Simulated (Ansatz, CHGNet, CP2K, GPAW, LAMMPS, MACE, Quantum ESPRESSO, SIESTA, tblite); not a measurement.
**Amorphous Ge (61 atoms): forces by two methods**

61 atoms (61 Ge) placed at random at 5.25 g/cm³, melted at 3500 K for 10 ps at fixed volume with the Tersoff potential (Tersoff, Phys. Rev. B 39, 5566 (1989)). Quenched from 3500 K to 500 K at 3 K/ps and fixed volume, held 5 ps.

Two calculations on one geometry. First: Kohn-Sham DFT, PBE, PAW, atomic orbitals (dzp); LCAO dzp; h 0.15 Å; levels smeared at 580 K (GPAW 26.7.0; Γ point). Second: Kohn-Sham DFT, PBE, PAW, plane waves (Ansatz 0.2.0; cutoff 420 eV, Γ point, fermi-dirac smearing of 0.05 eV; PAW set soft_2).

Cell vectors (Å):

```
11.188 0.000 0.000
0.000 11.188 0.000
0.000 0.000 11.188
```

Atom, position (Å) and force of the first calculation (eV/Å):

```
1 Ge 5.874 6.357 2.452 -0.165 0.565 0.998
2 Ge 0.627 6.305 1.507 -0.923 -0.192 -0.815
3 Ge 8.071 0.913 5.154 0.906 0.067 0.908
4 Ge 2.570 5.100 0.094 0.724 -0.572 -0.665
5 Ge 5.061 8.141 6.039 0.602 -0.212 0.288
6 Ge 4.035 5.430 3.666 0.004 -1.276 0.601
7 Ge 4.782 5.696 6.022 1.342 0.818 -0.870
8 Ge 11.030 11.169 7.457 -0.494 -0.123 -0.887
9 Ge 8.199 4.700 8.400 0.228 0.324 0.262
10 Ge 3.678 2.990 0.907 0.425 1.116 0.898
11 Ge 10.487 3.549 8.982 -0.842 -0.288 -1.487
12 Ge 5.832 2.485 11.059 0.146 -0.674 -0.143
13 Ge 0.700 7.261 10.154 -0.330 0.272 0.278
14 Ge 2.138 6.898 3.361 -0.236 0.861 0.529
15 Ge 0.082 2.332 6.918 0.852 0.078 1.420
16 Ge 2.713 10.530 4.315 0.278 1.283 -0.490
17 Ge 2.854 5.119 7.139 -1.900 -0.734 1.051
18 Ge 3.309 3.098 3.352 -1.214 1.449 -1.331
19 Ge 7.547 1.910 1.548 0.139 -0.059 -0.270
20 Ge 8.424 7.192 7.864 0.231 -1.296 -0.116
21 Ge 5.805 9.744 2.577 -0.062 0.529 -1.272
22 Ge 4.709 8.103 9.954 0.048 -0.031 -0.809
23 Ge 1.090 5.114 9.073 1.334 0.241 0.318
24 Ge 8.684 4.773 4.822 -0.832 -0.638 -0.911
25 Ge 2.019 10.367 0.654 0.814 -0.218 0.051
26 Ge 3.432 1.134 8.788 -0.797 -0.250 -0.186
27 Ge 5.650 0.347 9.646 0.261 0.899 0.008
28 Ge 6.761 4.311 6.384 0.752 -0.039 -0.551
29 Ge 2.242 1.507 11.016 -1.165 -1.068 -1.240
30 Ge 6.761 8.092 4.048 -0.457 -0.357 0.335
31 Ge 10.015 8.174 1.966 0.231 -0.612 -0.216
32 Ge 9.917 2.667 5.028 0.021 0.521 -0.958
33 Ge 8.445 4.141 2.199 0.945 -0.259 1.092
34 Ge 1.272 6.953 5.815 -0.343 -0.451 -0.368
35 Ge 2.696 8.984 6.026 -0.113 -0.252 1.473
36 Ge 2.013 10.383 7.980 1.127 -0.260 0.040
37 Ge 0.660 2.697 3.371 0.549 -0.632 1.005
38 Ge 9.954 10.559 5.161 0.303 -0.783 1.036
39 Ge 6.562 8.703 7.996 -1.057 0.866 -0.499
40 Ge 4.063 1.485 4.802 0.427 -1.604 1.041
41 Ge 4.097 7.107 0.935 -0.427 -0.170 -0.031
42 Ge 8.339 7.924 0.190 -0.375 0.377 0.864
43 Ge 11.014 10.335 1.593 -0.594 0.096 -0.589
44 Ge 6.047 1.956 6.294 -0.142 -0.184 0.386
45 Ge 6.437 0.822 3.454 -1.253 -0.268 -0.934
46 Ge 10.973 2.275 10.961 1.010 0.197 0.122
47 Ge 0.521 0.143 3.649 0.079 1.099 -0.221
48 Ge 6.432 9.625 11.122 -0.075 0.115 1.339
49 Ge 9.741 8.294 9.510 0.849 0.095 -0.206
50 Ge 7.341 0.104 7.769 -0.418 -0.656 0.256
51 Ge 9.385 10.705 9.141 -0.518 0.032 0.519
52 Ge 3.370 9.075 2.468 -0.163 0.277 -0.811
53 Ge 10.815 3.924 1.596 -0.081 1.079 -0.483
54 Ge 9.375 0.526 0.218 -0.553 -0.188 0.674
55 Ge 7.386 5.772 0.804 0.269 -0.572 -1.564
56 Ge 9.797 6.627 5.940 1.049 0.671 -0.317
57 Ge 2.668 2.592 6.763 -0.152 0.265 0.263
58 Ge 4.272 5.664 9.381 -0.151 0.457 0.078
59 Ge 9.222 8.395 4.201 -0.236 -0.038 0.678
60 Ge 2.410 8.964 9.893 -0.121 0.011 -0.162
61 Ge 6.394 4.571 10.029 0.190 0.308 0.553
```

**Question.** What forces does the second calculation give?

Atom and force (eV/Å):

```
1 -0.219 0.559 0.905
2 -0.825 -0.201 -0.782
3 0.833 0.044 0.864
4 0.734 -0.476 -0.690
5 0.562 -0.288 0.287
6 -0.004 -1.150 0.563
7 1.212 0.778 -0.801
8 -0.428 -0.068 -0.829
9 0.146 0.356 0.230
10 0.356 1.033 0.793
11 -0.689 -0.263 -1.418
12 0.135 -0.573 -0.120
13 -0.262 0.228 0.214
14 -0.152 0.781 0.460
15 0.761 0.022 1.337
16 0.236 1.145 -0.457
17 -1.726 -0.708 0.987
18 -1.103 1.356 -1.238
19 0.073 -0.006 -0.241
20 0.249 -1.196 -0.088
21 -0.074 0.454 -1.156
22 -0.038 -0.082 -0.690
23 1.272 0.261 0.384
24 -0.773 -0.651 -0.793
25 0.707 -0.212 0.021
26 -0.797 -0.285 -0.132
27 0.240 0.877 0.013
28 0.727 -0.052 -0.553
29 -1.074 -1.027 -1.173
30 -0.472 -0.304 0.236
31 0.178 -0.504 -0.180
32 0.078 0.471 -0.840
33 0.928 -0.263 0.957
34 -0.258 -0.373 -0.406
35 -0.095 -0.195 1.347
36 1.037 -0.251 0.049
37 0.444 -0.627 0.933
38 0.282 -0.683 0.956
39 -0.978 0.758 -0.520
40 0.388 -1.448 0.983
41 -0.378 -0.178 -0.005
42 -0.306 0.353 0.811
43 -0.487 0.071 -0.523
44 -0.066 -0.180 0.243
45 -1.094 -0.255 -0.846
46 0.932 0.212 0.118
47 0.064 1.016 -0.228
48 -0.103 0.063 1.209
49 0.704 0.064 -0.155
50 -0.411 -0.631 0.298
51 -0.455 0.005 0.464
52 -0.126 0.268 -0.765
53 -0.086 0.993 -0.406
54 -0.413 -0.133 0.597
55 0.211 -0.546 -1.396
56 0.913 0.624 -0.315
57 -0.178 0.270 0.293
58 -0.140 0.493 0.193
59 -0.243 -0.023 0.584
60 -0.135 0.016 -0.139
61 0.184 0.262 0.561
```

The two sets differ by 70.0 meV/Å r.m.s., 11 % of the r.m.s. force of the Ansatz run. The network of bonds at the start is that of the classical potential that made the cell, and needn't be the one that DFT or experiment would give. The electronic-structure runs sample only Γ, in a cell whose shortest periodic width is 11 Å, which is coarse for a cell with partly filled levels.

[Logs are printed without paths, hosts, clocks, repeated set-up lines and the standing remarks that a program may print on its own settings, such as how far it seeks lower states.]

[Hosts, paths, dates, database ids (printed as entryN), source tags and the programs' standing remarks are cut or masked in the printed files.]
